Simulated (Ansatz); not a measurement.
## Pd-Au Mackay icosahedron of 55 atoms (random alloy): support functions against a reference

Wanted: errors and times of a linear-scaling basis for Pd-Au Mackay icosahedron of 55 atoms (random alloy). A setting counts as converged where the r.m.s. difference of forces stays under 1 % of the r.m.s. force.

Program: Ansatz 0.2.0. Level of theory: Kohn-Sham DFT, PBE, PAW (set soft_2, large core), plane waves. Results are calculated unless marked as measured.

Report form: the programs' logs are mostly left out.

## (1) The starting structure

The cell holds 55 atoms: 38 Au and 17 Pd. Its edges and angles: a = 18.359 Å, b = 18.359 Å, c = 18.359 Å, α = 90.0°, β = 90.0°, γ = 90.0°. It derives from Pd and Au. Mackay icosahedron of 55 atoms at a = 3.89 Å, 9 Å of vacuum, 38 atoms Au at random; every coordinate displaced by a Gaussian of 0.03 Å. Vacuum lies along a, b and c.

Before any run, some limits are plain. The host structure and its lattice constant were typed by rule, without a check against the phase diagram. Beside vacuum, support functions can miss their usual error bounds without a warning. The main run has no spin polarisation, so any moments at edges, vacancies or dangling bonds can't form in it. The levels lack spin–orbit coupling, which is large for the heavy elements here.

## (2) Plane-wave single point

The first run fixes the reference, at a cutoff of 420 eV.

File input.yaml:

```yaml
crystal:
  lattice:
    - [18.35935, 0.0, 0.0]
    - [0.0, 18.35935, 0.0]
    - [0.0, 0.0, 18.35935]
  atoms:
    - { symbol: Au, position: [0.49912, 0.50344, 0.49955] }
    - { symbol: Au, position: [0.62591, 0.50006, 0.41929] }
    - { symbol: Au, position: [0.62566, 0.50071, 0.58004] }
    - { symbol: Pd, position: [0.37285, 0.49722, 0.4226] }
    - { symbol: Au, position: [0.37038, 0.50499, 0.57788] }
    - { symbol: Au, position: [0.42143, 0.62688, 0.49831] }
    - { symbol: Au, position: [0.58133, 0.62857, 0.49745] }
    - { symbol: Au, position: [0.42148, 0.37115, 0.4992] }
[... 43 atom lines left out ...]
    - { symbol: Au, position: [0.42316, 0.70591, 0.37244] }
    - { symbol: Au, position: [0.57856, 0.70377, 0.37054] }
    - { symbol: Au, position: [0.42017, 0.29122, 0.37294] }
    - { symbol: Pd, position: [0.57818, 0.29424, 0.3733] }
kpoints:
  mp_grid: { grid: [1, 1, 1] }
hamiltonian:
  xc: pbe
  pseudopotentials: { kind: paw, core: large }
scf:
  occupations: { method: cold, width: 0.15 }
output:
  forces: true
  populations: true
  dos:
    method: { smearing: { sigma: 0.15 } }
    de: 0.1
    projected: { site_lists: { Au: [Au], Pd: [Pd] } }
  eigenvalues: true
  write_density: true
  write_potential: true
  volumetric_format: npy
  elf: true
```

Run with:

```sh
$ ansatz run input.yaml --threads 8 --pin off --max-ram 15872MiB --backend cpu --events-out ev --progress --plain --runs-dir out
```

Run time: 82 s. Hardware: 8 threads of Arm Neoverse V2, shared host; peak memory 7.2 GiB.

The program notes that potentials were chosen by core size and the exchange-correlation potential is rough where the density is thin.

Numbers from this run:

```yaml
free_energy: -521320.5071 eV
free_energy_per_atom: -9478.5547 eV/atom
scf_cycles: 19
r_m_s_force_component: 0.4127 eV/Å
longest_force: 1.385 eV/Å
fermi_energy: -1.776 eV
levels_partly_filled_by_over_2_per_cent: 6
spilling_of_the_projection: 0.01183
```

The r.m.s. force component of 0.41 eV/Å sets the scale for the differences below.

## (3) Support functions low

The cell is solved in localised support functions.

This step: Kohn-Sham DFT, PBE, PAW (set soft_2, large core), localised support functions (low) (Ansatz 0.2.0).

input.yaml, the sections that differ from step 2:

```yaml
scf:
  occupations: { method: cold, width: 0.15 }
  eigensolver: { kind: { support_functions: { accuracy: low } } }
  mixing: { beta: 0.4 }
  max_iter: 150
output:
  forces: true
  eigenvalues: true
# crystal, kpoints, hamiltonian: as in step 2
```

Elapsed: 3.1 min, on 8 threads; peak memory 6.8 GiB; 25 min of CPU time.

The program notes that the band table was not solved further than the SCF left it and it switched symmetry off.

Keys that differ from the reference: support_functions.accuracy = "low", scf.max_iter = 150 and scf.mixing.beta = 0.4.

Forces differ from the reference by 1.7 meV/Å r.m.s., 0.41 % of their size, within a tolerance of 1 %; the energy by -2.7 meV/atom. It took 3.1 min and 22 cycles; the reference's time can't be set against it, since the two runs asked for unlike analyses.

## (4) Support functions medium

With localised support functions most steps grow linearly with size, though the diagonalisation grows faster unless the density matrix is cut; this run measures error and cost at this size.

This step: Kohn-Sham DFT, PBE, PAW (set soft_2, large core), localised support functions (medium) (Ansatz 0.2.0).

Changes to input.yaml since step 3:

```diff
@@ -14,3 +14,3 @@
   occupations: { method: cold, width: 0.15 }
-  eigensolver: { kind: { support_functions: { accuracy: low } } }
+  eigensolver: { kind: { support_functions: { accuracy: medium } } }
   mixing: { beta: 0.4 }
```

Elapsed: 3.5 min, on 8 threads; peak memory 7.1 GiB; 28 min of CPU time.

Keys that differ from the reference: support_functions.accuracy = "medium", scf.max_iter = 150 and scf.mixing.beta = 0.4.

Forces differ from the reference by 1.7 meV/Å r.m.s., 0.42 % of their size, within a tolerance of 1 %; the energy by -2.7 meV/atom. It took 3.5 min and 27 cycles; the reference's time can't be set against it, since the two runs asked for unlike analyses.

## (5) Support functions medium, radius 3.6 Å

The radius confines each support function; a larger one gives more freedom and more work per atom.

input.yaml, the sections that differ from step 4:

```yaml
scf:
  occupations: { method: cold, width: 0.15 }
  eigensolver: { kind: { support_functions: { accuracy: medium, radius: 3.6 } } }
  mixing: { beta: 0.4 }
  max_iter: 150
# crystal, kpoints, hamiltonian, output: as in step 4
```

Wall time 1.1 s (8 threads); peak memory 0.79 GiB.

The program refuses radii under 4.28 Å for these atoms at this level.

Runs without a result: support functions medium, radius 3.6 Å (error).

## (6) What each setting buys

Differences are against the plane-wave reference (Kohn-Sham DFT, PBE, PAW (set soft_2, large core), plane waves), whose r.m.s. force component is 0.413 eV/Å. Energies are set beside the reference only for runs with its functional, potentials and electron count. Times are for 8 threads of Arm Neoverse V2, shared host. The reference's time includes the DOS, ELF and grids, which some other runs skip.

```csv
run,"Δ force, r.m.s. (meV/Å)",share of r.m.s. force (%),Δ energy (meV/atom),cycles,time,host memory (GiB)
reference,-,-,-,19,82 s,7.2
support functions low,1.69,0.41,-2.68,22,3.1 min,6.8
support functions medium,1.72,0.416,-2.68,27,3.5 min,7.1
```

## (7) What the reference run shows

With the settings judged, the reference run is read for its physics.

Neighbours are counted within 3.38 Å (Au-Au), 3.38 Å (Au-Pd), 3.33 Å (Pd-Pd).

Length of the force by element and coordination:

```csv
element,coordination,atoms,mean length of the force (eV/Å),spread,least,most
Au,all,38,0.704,0.324,0.166,1.39
Au,6,8,0.384,0.155,0.166,0.634
Au,8,20,0.762,0.278,0.331,1.33
Au,12,10,0.841,0.344,0.242,1.39
Pd,all,17,0.487,0.273,0.164,1.14
Pd,6,4,0.762,0.190,0.535,0.959
Pd,8,10,0.338,0.116,0.164,0.564
Pd,12,3,0.620,0.369,0.322,1.14
```

Density of states as counts of states in windows of 1 eV (from the Fermi level), total and the larger projections:

```csv
from (eV),to (eV),total,Au d,Pd d,Au s
-10,-9,0.0,0.0,0.0,0.0
-9,-8,2.0,0.1,0.0,1.8
-8,-7,3.7,0.6,0.1,2.9
-7,-6,17.4,10.3,0.8,6.0
-6,-5,53.4,39.3,3.9,9.3
-5,-4,80.7,66.6,7.9,4.8
-4,-3,106.9,89.7,12.1,3.9
-3,-2,116.3,93.0,17.8,4.1
-2,-1,104.2,52.3,45.2,5.1
-1,0,103.2,21.3,73.4,6.3
0,1,19.4,2.2,5.1,7.6
1,2,20.9,1.3,1.4,8.7
2,3,24.7,1.0,0.9,5.7
3,4,27.0,0.5,0.4,2.8
4,5,24.7,0.2,0.2,1.2
```

The stored curve holds about 588 of the 724 electrons; the rest, give or take the few that broadening carries across the Fermi level, lie in deeper levels below its range.

The levels nearest the highest filled one (over half full), pooled over k-points and spins:

```csv
level less the highest filled one (eV),occupation
-0.214,2.15
-0.204,2.16
-0.157,2.14
-0.0946,1.90
-0.0298,1.34
0,1.04
0.0415,0.66
0.129,0.162
0.163,0.078
0.230,0.014
0.367,0
0.429,0
```

ELF in the ac plane at fractional y = 0.497, with atoms of Au and Pd within 0.2 Å of it. It is the smooth field of the valence electrons, not physical close to the nuclei.

Values, 13 rows by 16 columns, each cell a mean:
```
0.00 0.00 0.00 0.00 0.00 0.00 0.00 0.00 0.00 0.00 0.00 0.00 0.00 0.00 0.00 0.00
0.00 0.00 0.00 0.00 0.00 0.00 0.02 0.06 0.07 0.02 0.00 0.00 0.00 0.00 0.00 0.00
0.00 0.00 0.00 0.02 0.04 0.07 0.12 0.27 0.27 0.15 0.06 0.03 0.01 0.00 0.00 0.00
0.00 0.00 0.04 0.19 0.20 0.20 0.20 0.25 0.23 0.19 0.18 0.19 0.18 0.04 0.00 0.00
0.00 0.01 0.09 0.42 0.39 0.23 0.22 0.16 0.18 0.21 0.24 0.37 0.43 0.10 0.01 0.00
0.00 0.01 0.09 0.25 0.24 0.22 0.22 0.24 0.24 0.23 0.20 0.22 0.23 0.08 0.01 0.00
0.00 0.02 0.16 0.24 0.22 0.25 0.26 0.24 0.21 0.25 0.25 0.37 0.44 0.12 0.01 0.00
0.00 0.02 0.12 0.27 0.26 0.38 0.41 0.22 0.22 0.24 0.20 0.24 0.27 0.13 0.02 0.00
0.00 0.02 0.16 0.25 0.22 0.21 0.17 0.17 0.18 0.18 0.22 0.26 0.19 0.23 0.05 0.00
0.00 0.01 0.06 0.20 0.21 0.18 0.19 0.25 0.22 0.21 0.18 0.19 0.21 0.11 0.02 0.00
0.00 0.00 0.01 0.02 0.03 0.05 0.09 0.26 0.28 0.13 0.05 0.03 0.02 0.01 0.00 0.00
0.00 0.00 0.00 0.00 0.00 0.00 0.01 0.04 0.05 0.02 0.00 0.00 0.00 0.00 0.00 0.00
0.00 0.00 0.00 0.00 0.00 0.00 0.00 0.00 0.00 0.00 0.00 0.00 0.00 0.00 0.00 0.00
```
Columns run along a (18.4 Å), rows up along c (18.4 Å). Atoms in or near the plane, at fractional coordinates: Au at (0.50, 0.50), Au at (0.63, 0.42), Au at (0.63, 0.58), Pd at (0.37, 0.42), Au at (0.37, 0.58), Au at (0.76, 0.34), Pd at (0.75, 0.50), Pd at (0.75, 0.66), Au at (0.25, 0.34), Au at (0.25, 0.50), Pd at (0.24, 0.66), Au at (0.50, 0.76), Au at (0.50, 0.25).

Electrostatic potential energy in the ac plane at fractional y = 0.497, with atoms of Au and Pd within 0.2 Å of it. With pseudopotentials it is smooth inside the atoms' cores, unlike the true potential.

Ten even steps from '0' (-62 eV) to '9' (3 eV), each cell a mean:
```
99999999999999999999999999999999999999999999
99999999999999999999999999999999999999999999
99999999999999999999999999999999999999999999
99999999999999999999999999999999999999999999
99999999999999999999866799999999999999999999
99999999999999999998300169999999999999999999
99999999998999999999621489999999989999999999
99999999842269999999999999999996324799999999
99999999830158988899999999878996103799999999
99999999987899610169999997200489878999999999
99999999987789610169877897201589888999999999
99999999830028988898300179888996212799999999
99999999841138976788511379867897313799999999
99999999998899720158988997100389889999999999
99999999975579853479999998312588656899999999
99999999820017999999999999989995000599999999
99999999963358999999988899999998424799999999
99999999999999999999500279999999999999999999
99999999999999999999510279999999999999999999
99999999999999999999988899999999999999999999
99999999999999999999999999999999999999999999
99999999999999999999999999999999999999999999
99999999999999999999999999999999999999999999
99999999999999999999999999999999999999999999
```
Columns run along a (18.4 Å; values clipped at the 3rd and 97th percentile), rows up along c (18.4 Å). Atoms in or near the plane, at fractional coordinates: Au at (0.50, 0.50), Au at (0.63, 0.42), Au at (0.63, 0.58), Pd at (0.37, 0.42), Au at (0.37, 0.58), Au at (0.76, 0.34), Pd at (0.75, 0.50), Pd at (0.75, 0.66), Au at (0.25, 0.34), Au at (0.25, 0.50), Pd at (0.24, 0.66), Au at (0.50, 0.76), Au at (0.50, 0.25).

## (8) Structure statistics

These statistics describe the geometry on which the runs were made.

Normalised to the volume that the atoms fill. g(r), total and by pair (bins of 0.2 Å):

```csv
r (Å),total,Au-Au,Au-Pd,Pd-Pd
2.60,0.51,0.70,0.26,0.58
2.80,7.81,7.65,8.68,4.66
3.00,3.17,2.89,3.65,2.40
3.20,0.00,0.00,0.00,0.00
3.40,0.00,0.00,0.00,0.00
3.60,0.00,0.00,0.00,0.00
3.80,0.03,0.06,0.00,0.00
4.00,1.46,1.50,1.46,1.29
4.20,0.00,0.00,0.00,0.00
4.40,0.00,0.00,0.00,0.00
4.60,1.44,1.68,1.20,1.34
4.80,0.99,1.16,0.82,0.90
5.00,1.60,1.60,1.52,1.99
5.20,0.05,0.00,0.11,0.00
5.40,1.99,2.02,1.95,1.96
5.60,0.65,0.76,0.52,0.68
5.80,0.35,0.30,0.44,0.24
6.00,0.00,0.00,0.00,0.00
6.20,0.00,0.00,0.00,0.00
6.40,0.02,0.02,0.00,0.10
6.60,1.07,1.05,1.13,0.95
6.80,0.00,0.00,0.00,0.00
7.00,0.04,0.03,0.06,0.00
7.20,1.73,1.71,1.77,1.75
7.40,0.06,0.05,0.09,0.00
7.60,0.41,0.33,0.53,0.22
7.80,0.00,0.00,0.00,0.00
```

Bonds by pair of elements; cutoffs follow the first minimum of g(r), held within bounds set by covalent radii, and pairs that aren't listed don't count as bonded:

```csv
pair A-B,cutoff (Å),bonds,mean length (Å),spread (Å),shortest (Å),B about A,A about B
Au-Au,3.38,109,2.84,0.084,2.64,5.74,5.74
Au-Pd,3.38,110,2.85,0.077,2.65,2.90,6.47
Pd-Pd,3.33,15,2.85,0.087,2.67,1.76,1.76
```

How many atoms have how many bonded neighbours:

```csv
element,mean,6,8,12
Au,8.63,8,20,10
Pd,8.23,4,10,3
```

First main peaks of g(r), for some of the pairs, lie near 2.85 Å (Au-Au), 2.85 Å (Au-Pd) and 2.86 Å (Pd-Pd). Counting bonds as in the table, 53 % of Au atoms have 8 and 59 % of Pd atoms have 8 bonded neighbours.

A closer look about Au5, which bears the longest force: 13 atoms, nearest first, numbered in the order of the input, with positions taken from that point.

```csv
atom,x,y,z,distance (Å),bonds,Fx,Fy,Fz (eV/Å)
Au5,0.00,0.00,0.00,0.00,12,0.73,-1.13,0.32
Au43,-1.40,2.24,-0.03,2.64,8,-0.95,0.74,0.56
Au18,-2.28,-0.09,-1.45,2.70,8,-0.92,-0.17,0.01
Pd37,0.07,1.34,2.38,2.73,8,-0.24,0.14,0.24
Au1,2.36,-0.03,-1.44,2.77,12,0.20,-1.26,0.32
Pd19,-2.38,-0.11,1.43,2.78,6,0.85,0.01,-0.41
Au36,0.02,-1.50,2.36,2.80,8,-0.49,-0.04,0.16
Au6,0.94,2.24,-1.46,2.83,12,0.10,0.21,0.07
Pd47,-1.42,-2.45,0.02,2.83,8,0.04,0.14,0.07
Pd4,0.05,-0.14,-2.85,2.85,12,0.26,0.18,-0.04
Pd11,2.36,1.36,0.89,2.86,12,-0.08,-0.32,-0.22
Au8,0.94,-2.46,-1.44,3.00,12,0.26,0.63,0.18
Au10,2.42,-1.58,0.89,3.02,12,-0.04,0.60,-0.30
```

The column of bonds counts only the pairs Au-Au within 3.38 Å, Au-Pd within 3.38 Å, Pd-Pd within 3.33 Å; other neighbours, such as metal atoms beside each other in a compound, aren't counted, and periodic images can show an atom twice.

## (9) What came out

* free energy per atom: -9478.5547 eV/atom
* r.m.s. force component: 0.4127 eV/Å
* wall time of the 3 DFT runs: 8 min

In words: Against plane waves at 420 eV, the forces differ by 1.7 meV/Å (0.42 %) with support functions medium. At 55 atoms the fastest of the runs at a preset level, support functions low, takes roughly 2.3 times the time of plane waves (whose run also made extra analyses, so the like-for-like ratio is larger), in 22 SCF cycles against 19. Differences between support functions and plane waves include what basis error the plane-wave run still has.

6 levels are partly filled, by over 2 % (at Γ alone): no clear gap opens at this level. Counting bonds as in the table, 53 % of Au atoms have 8 and 59 % of Pd atoms have 8 bonded neighbours.

**Limits.** The geometry was built by rule, was displaced at random and isn't relaxed at this level: its force components are 0.41 eV/Å r.m.s.

[Logs are printed without paths, hosts, clocks, repeated set-up lines and the standing remarks that a program may print on its own settings, such as how far it seeks lower states.]

[Hosts, paths, dates, database ids (printed as entryN), source tags and the programs' standing remarks are cut or masked in the printed files.]
